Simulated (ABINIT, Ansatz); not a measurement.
# K2TaNbO6 (Fm-3m): changed settings of a GW run in ABINIT

What do changed inputs do to GW on K2TaNbO6 (Fm-3m)?

Program: ABINIT 10.8.3. Level of theory: PBEsol and many-body steps on it, plane waves. Results are calculated unless marked as measured.

## (1) Set-up

It takes space group Fm-3m (No. 225, cubic). The conventional cell has a = 8.089 Å, b = 8.089 Å, c = 8.089 Å, α = 90.00°, β = 90.00°, γ = 90.00°. Nearest to K lie 12 O at 2.86 Å. Ta has 6 O at 2.01 Å nearest. Nb has 6 O at 2.03 Å nearest. O has 1 Ta at 2.01 Å and 1 Nb at 2.03 Å and 4 K at 2.86 Å nearest. Farther neighbours and most contacts between anions are not listed.

The cell and positions are those that the Materials Project relaxed with its own functionals (PBE, PBE+U or r2SCAN), kept fixed. Spin-orbit coupling is left out unless a step names it.

## (2) Screening, 2×2×2 mesh, 127 bands, screening to 114.3 eV

This step: ABINIT 10.8.3; RPA screening on PBEsol, plane waves, norm-conserving pseudopotentials.

The RPA dielectric matrix is built and inverted for each q.

run.abi reads:

```
acell 3*1.0 Angstrom
rprim 
  -0.000000000000 4.044428000000 4.044428000000
  4.044428000000 -0.000000000000 4.044428000000
  4.044428000000 4.044428000000 -0.000000000000
ntypat 4
znucl 19 73 41 8
natom 10
typat 1 1 2 3 4 4 4 4 4 4
xred 
  0.250000000000 0.250000000000 0.250000000000
  0.750000000000 0.750000000000 0.750000000000
  0.500000000000 0.500000000000 0.500000000000
  -0.000000000000 0.000000000000 -0.000000000000
  0.749028000000 0.250972000000 0.250972000000
  0.250972000000 0.749028000000 0.749028000000
  0.250972000000 0.749028000000 0.250972000000
  0.749028000000 0.250972000000 0.749028000000
  0.250972000000 0.250972000000 0.749028000000
  0.749028000000 0.749028000000 0.250972000000
pp_dirpath "pseudos"
pseudos "K.upf, Ta.upf, Nb.upf, O.upf"
ecut 37
ngkpt 2 2 2
nshiftk 1
shiftk 0 0 0
kptopt 1
chksymbreak 0
istwfk *1
occopt 1
irdwfk 1
optdriver 3
nband 127
ecuteps 4.2
inclvkb 2
awtr 1
symchi 1
indata_prefix "in"
outdata_prefix "out"
tmpdata_prefix "tmp"
```

Command:

```sh
> OMP_NUM_THREADS=1 mpirun -n 4 abinit run.abi > log
```

The log of the run:

```text
.Version 10.8.3 of ABINIT. v10.8.2 released Aug 2026.

 Symmetries : space group Fm -3 m (#225); Bravais cF (face-center cubic)
[... echo of the input left out ...]
== DATASET  1 ==================================================================
-   mpi_nproc: 4, omp_nthreads: 1 (-1 if OMP is not activated)

--- !DatasetInfo
iteration_state: {dtset: 1, }
dimensions: {natom: 10, nkpt: 3, mband: 127, nsppol: 1, nspinor: 1, nspden: 1, mpw: 9608, }
cutoff_energies: {ecut:  37.0, pawecutdg:  -1.0, }
electrons: {nelect:   8.00000000E+01, charge:   0.00000000E+00, occopt:   1.00000000E+00, tsmear:   1.00000000E-02, }

 SCREENING: Calculation of the susceptibility and dielectric matrices

 Based on a program developped by R.W. Godby, V. Olevano, G. Onida, and L. Reining.
 Incorporated in ABINIT by V. Olevano, G.-M. Rignanese, and M. Torrent.
.Using double precision arithmetic ; gwpc =  8

[... cell and pseudopotentials left out ...]
--------------------------------------------------------------------------------

 ==== K-mesh for the wavefunctions ====
 Number of points in the irreducible wedge :     3
[... list of points left out ...]
 Together with 48 symmetry operations and time-reversal symmetry
 yields     8 points in the full Brillouin Zone.

 ==== Q-mesh for the screening function ====
 Number of points in the irreducible wedge :     3
[... list of points left out ...]
 Together with 48 symmetry operations and time-reversal symmetry
 yields     8 points in the full Brillouin Zone.

 setmesh: FFT mesh size selected  =    40x   40x   40
          total number of points  =        64000

 vcoul_init : cutoff-mode = AUXILIARY_FUNCTION
 q-points for optical limit:   1
     1)      0.000010    0.000020    0.000030

- screening: taking advantage of time-reversal symmetry
- Maximum band index for partially occupied states nbvw = 40
- Remaining bands to be divided among processors   nbcw = 87
- Number of bands treated by each node ~21

 Number of electrons calculated from density =   80.0000; Expected =   80.0000
 average of density, n =  0.089597
 r_s =    1.3864
 omega_plasma =   28.8736 [eV]

 calculating chi0 at frequencies [eV] :
  1    0.000000E+00    0.000000E+00
  2    0.000000E+00    2.887365E+01

--------------------------------------------------------------------------------
  q-point number  1        q = ( 0.000000, 0.000000, 0.000000) [r.l.u.]
--------------------------------------------------------------------------------
[... chi0 elements left out ...]
 For q-point:  0.000010 0.000020 0.000030
  dielectric constant =   8.4347
  dielectric constant without local fields =   8.9306

  Average fulfillment of the sum rule on Im[epsilon] for q-point    1 :     46.91  [%]
[... wings left out ...]
  q-point number  2        q = ( 0.500000, 0.000000, 0.000000) [r.l.u.]
--------------------------------------------------------------------------------
[... chi0 elements left out ...]
  Average fulfillment of the sum rule on Im[epsilon] for q-point    2 :     54.49  [%]

 [... 1 further q-points ...]
```

Run time: 49 s. Hardware: 4 MPI ranks of Intel Xeon Platinum 8488C (Sapphire Rapids), shared host; peak memory 2 GiB; 3.2 min of CPU time.

Numbers from this step:

* ε∞ with local fields, on this mesh, along the program's q direction: 8.435
* the same without local fields: 8.931
* plasma frequency: 28.87 eV
* plane waves in the screening matrix: 339

Local fields lower ε∞ by 6 %. On a Γ-centred mesh this coarse the value itself is usually too large, while a short band sum pulls it down.

## (3) Base

The self-energy is evaluated for the states that the input lists, and the levels follow from it, in one-shot runs by the linearised quasiparticle equation.

This step: G0W0 on PBEsol, plane waves, norm-conserving pseudopotentials.

run.abi: that of step 2 with these lines changed.

```diff
@@ -31,8 +31,15 @@
 irdwfk 1
-optdriver 3
+optdriver 4
 nband 127
+gwcalctyp 0
+ecutsigx 37
+symsigma 1
+nkptgw 1
+kptgw 
+  0.0000000000 0.0000000000 0.0000000000
+bdgw 
+  38 43
 ecuteps 4.2
-inclvkb 2
-awtr 1
-symchi 1
+irdscr 1
+ppmodel 1
 indata_prefix "in"
```

The log of the run:

```text
.Version 10.8.3 of ABINIT. v10.8.2 released Aug 2026.

 Symmetries : space group Fm -3 m (#225); Bravais cF (face-center cubic)
[... echo of the input left out ...]
== DATASET  1 ==================================================================
-   mpi_nproc: 4, omp_nthreads: 1 (-1 if OMP is not activated)

--- !DatasetInfo
iteration_state: {dtset: 1, }
dimensions: {natom: 10, nkpt: 3, mband: 127, nsppol: 1, nspinor: 1, nspden: 1, mpw: 9608, }
cutoff_energies: {ecut:  37.0, pawecutdg:  -1.0, }
electrons: {nelect:   8.00000000E+01, charge:   0.00000000E+00, occopt:   1.00000000E+00, tsmear:   1.00000000E-02, }

 SIGMA: Calculation of the GW corrections

 Based on a program developped by R.W. Godby, V. Olevano, G. Onida, and L. Reining.
 Incorporated in ABINIT by V. Olevano, G.-M. Rignanese, and M. Torrent.
.Using double precision arithmetic ; gwpc =  8

[... cell and pseudopotentials left out ...]
--------------------------------------------------------------------------------

 ==== K-mesh for the wavefunctions ====
 Number of points in the irreducible wedge :     3
[... list of points left out ...]
 Together with 48 symmetry operations and time-reversal symmetry
 yields     8 points in the full Brillouin Zone.

 ==== Q-mesh for screening function ====
 Number of points in the irreducible wedge :     3
[... list of points left out ...]
 Together with 48 symmetry operations and time-reversal symmetry
 yields     8 points in the full Brillouin Zone.

 vcoul_init : cutoff-mode = AUXILIARY_FUNCTION
 q-points for optical limit:   1
     1)      0.000010    0.000020    0.000030
 setmesh: FFT mesh size selected  =    60x   60x   60
          total number of points  =       216000

 Number of electrons calculated from density =   80.0000; Expected =   80.0000
 average of density, n =  0.089597
 r_s =    1.3864
 omega_plasma =   28.8736 [eV]

 === KS Band Gaps ===
  >>>> For spin  1
   Minimum direct gap =   1.6976 [eV], located at k-point      :   0.0000  0.0000  0.0000
   Fundamental gap    =   1.6976 [eV], Top of valence bands at :   0.0000  0.0000  0.0000
                                       Bottom of conduction at :   0.0000  0.0000  0.0000
 SIGMA fundamental parameters:
 PLASMON POLE MODEL  1
 number of plane-waves for SigmaX                 9577
 number of plane-waves for SigmaC and W            339
 number of plane-waves for wavefunctions          9577
 number of bands                                   127
 number of independent spin polarizations            1
 number of spinorial components                      1
 number of k-points in IBZ                           3
 number of q-points in IBZ                           3
 number of symmetry operations                      48
 number of k-points in BZ                            8
 number of q-points in BZ                            8
 number of frequencies for dSigma/dE                 9
 frequency step for dSigma/dE [eV]                0.25
 number of omega for Sigma on real axis              0
 max omega for Sigma on real axis  [eV]           0.00
 zcut for avoiding poles [eV]                     0.10

 EPSILON^-1 parameters (SCR file):
 dimension of the eps^-1 matrix on file            339
 dimension of the eps^-1 matrix used               339
 number of plane-waves for wavefunctions          9577
 number of bands                                   127
 number of q-points in IBZ                           3
 number of frequencies                               2
 number of real frequencies                          1
 number of imag frequencies                          1

 matrix elements of self-energy operator (all in [eV])

 Perturbative Calculation

--- !SelfEnergy_ee
iteration_state: {dtset: 1, }
kpoint     : [   0.000,    0.000,    0.000, ]
spin       : 1
KS_gap     :    1.698
QP_gap     :    3.032
Delta_QP_KS:    1.334
data: !SigmaeeData |
     Band     E0 <VxcDFT>   SigX SigC(E0)      Z dSigC/dE  Sig(E)    E-E0       E
       38   5.219 -19.860 -24.589   5.232   0.766  -0.305 -19.475   0.385   5.604
       39   5.219 -19.860 -24.589   5.232   0.766  -0.305 -19.475   0.385   5.604
       40   5.219 -19.860 -24.589   5.232   0.766  -0.305 -19.475   0.385   5.604
       41   6.917 -15.369  -9.559  -3.707   0.818  -0.223 -13.649   1.719   8.636
       42   6.917 -15.369  -9.559  -3.707   0.818  -0.223 -13.649   1.719   8.636
       43   6.917 -15.369  -9.559  -3.707   0.818  -0.223 -13.649   1.719   8.636

== END DATASET(S) ==============================================================
================================================================================

 -outvars: echo values of variables after computation  --------
           etotal      0.0000000000E+00
            nband         127
             nkpt           3
          spgroup         225
 [... the other variables as echoed above ...]

 Calculation completed.
```

Elapsed: 8.5 s, on 4 MPI ranks; peak memory 1.2 GiB.

This step gave:

```yaml
g0w0_gap_on_the_points_computed: 3.032 eV
starting_gap_on_the_mesh: 1.698 eV
k_of_the_valence_top: 0, 0, 0
k_of_the_conduction_bottom: 0, 0, 0
z_at_the_valence_top: 0.766
z_at_the_conduction_bottom: 0.818
least_direct_g0w0_gap_on_the_computed_points: 3.032 eV
```

The gap on the mesh goes from 1.70 eV to 3.03 eV, a correction of +1.33 eV.

## (4) No symmetry in the self-energy

run.abi: that of step 3 with these lines changed.

```diff
@@ -35,3 +35,3 @@
 ecutsigx 37
-symsigma 1
+symsigma 0
 nkptgw 1
```

The log of the run:

```text
.Version 10.8.3 of ABINIT. v10.8.2 released Aug 2026.

 Symmetries : space group Fm -3 m (#225); Bravais cF (face-center cubic)
[... echo of the input left out ...]
== DATASET  1 ==================================================================
-   mpi_nproc: 4, omp_nthreads: 1 (-1 if OMP is not activated)

--- !DatasetInfo
iteration_state: {dtset: 1, }
dimensions: {natom: 10, nkpt: 3, mband: 127, nsppol: 1, nspinor: 1, nspden: 1, mpw: 9608, }
cutoff_energies: {ecut:  37.0, pawecutdg:  -1.0, }
electrons: {nelect:   8.00000000E+01, charge:   0.00000000E+00, occopt:   1.00000000E+00, tsmear:   1.00000000E-02, }

 SIGMA: Calculation of the GW corrections

 Based on a program developped by R.W. Godby, V. Olevano, G. Onida, and L. Reining.
 Incorporated in ABINIT by V. Olevano, G.-M. Rignanese, and M. Torrent.
.Using double precision arithmetic ; gwpc =  8

[... cell and pseudopotentials left out ...]
--------------------------------------------------------------------------------

 ==== K-mesh for the wavefunctions ====
 Number of points in the irreducible wedge :     3
[... list of points left out ...]
 Together with 48 symmetry operations and time-reversal symmetry
 yields     8 points in the full Brillouin Zone.

 ==== Q-mesh for screening function ====
 Number of points in the irreducible wedge :     3
[... list of points left out ...]
 Together with 48 symmetry operations and time-reversal symmetry
 yields     8 points in the full Brillouin Zone.

 vcoul_init : cutoff-mode = AUXILIARY_FUNCTION
 q-points for optical limit:   1
     1)      0.000010    0.000020    0.000030
 setmesh: FFT mesh size selected  =    60x   60x   60
          total number of points  =       216000

 Number of electrons calculated from density =   80.0000; Expected =   80.0000
[...]
number of k-points in BZ                            8
 number of q-points in BZ                            8
 number of frequencies for dSigma/dE                 9
 frequency step for dSigma/dE [eV]                0.25
 number of omega for Sigma on real axis              0
 max omega for Sigma on real axis  [eV]           0.00
 zcut for avoiding poles [eV]                     0.10

 EPSILON^-1 parameters (SCR file):
 dimension of the eps^-1 matrix on file            339
 dimension of the eps^-1 matrix used               339
 number of plane-waves for wavefunctions          9577
 number of bands                                   127
 number of q-points in IBZ                           3
 number of frequencies                               2
 number of real frequencies                          1
 number of imag frequencies                          1

 matrix elements of self-energy operator (all in [eV])

 Perturbative Calculation

--- !SelfEnergy_ee
iteration_state: {dtset: 1, }
kpoint     : [   0.000,    0.000,    0.000, ]
spin       : 1
KS_gap     :    1.698
QP_gap     :    3.031
Delta_QP_KS:    1.333
data: !SigmaeeData |
     Band     E0 <VxcDFT>   SigX SigC(E0)      Z dSigC/dE  Sig(E)    E-E0       E
       38   5.219 -19.860 -24.589   5.232   0.766  -0.305 -19.475   0.385   5.604
       39   5.219 -19.860 -24.589   5.233   0.766  -0.305 -19.474   0.385   5.605
       40   5.219 -19.860 -24.589   5.232   0.766  -0.305 -19.475   0.385   5.604
       41   6.917 -15.369  -9.559  -3.708   0.818  -0.223 -13.650   1.718   8.635
       42   6.917 -15.369  -9.559  -3.705   0.818  -0.223 -13.648   1.720   8.637
       43   6.917 -15.369  -9.559  -3.706   0.818  -0.223 -13.649   1.720   8.636

== END DATASET(S) ==============================================================
================================================================================

 -outvars: echo values of variables after computation  --------
           etotal      0.0000000000E+00
            nband         127
             nkpt           3
          spgroup         225
 [... the other variables as echoed above ...]

 Calculation completed.
```

Elapsed: 14 s, on 4 MPI ranks; peak memory 1.4 GiB; 56 s of CPU time.

This step gave:

```
G0W0 gap on the points computed              : 3.030 eV
starting gap on the mesh                     : 1.698 eV
k of the valence top                         : 0, 0, 0
k of the conduction bottom                   : 0, 0, 0
Z at the valence top                         : 0.766
Z at the conduction bottom                   : 0.818
least direct G0W0 gap on the computed points : 3.030 eV
```

Against G0W0 in ABINIT (2×2×2 mesh, 127 bands, screening to 114.3 eV, Godby-Needs plasmon pole), the gap moves by −0.002 eV.

(Continued in part 2 of 2.)

[Paths, hosts, dates, memory and timing lines, banners, echoed tables and standing remarks are left out of the program output.]

[Logs are printed without paths, hosts, clocks, repeated set-up lines and the standing remarks that a program may print on its own settings, such as how far it seeks lower states.]

[Runs of the session that timed out or met a known fault of the program may be left out.]

[Hosts, paths, dates, database ids (printed as entryN), source tags and the programs' standing remarks are cut or masked in the printed files.]

[G0W0 gaps are taken among the corrected bands and points alone; a level outside them can change the order at an edge.]

[Where Ansatz stands beside ABINIT at settings called matched, ABINIT's density can come from a denser mesh and the files from another edition; pairs whose starting gaps differed by over 0.03 eV were left out, so agreement reads better than it is.]
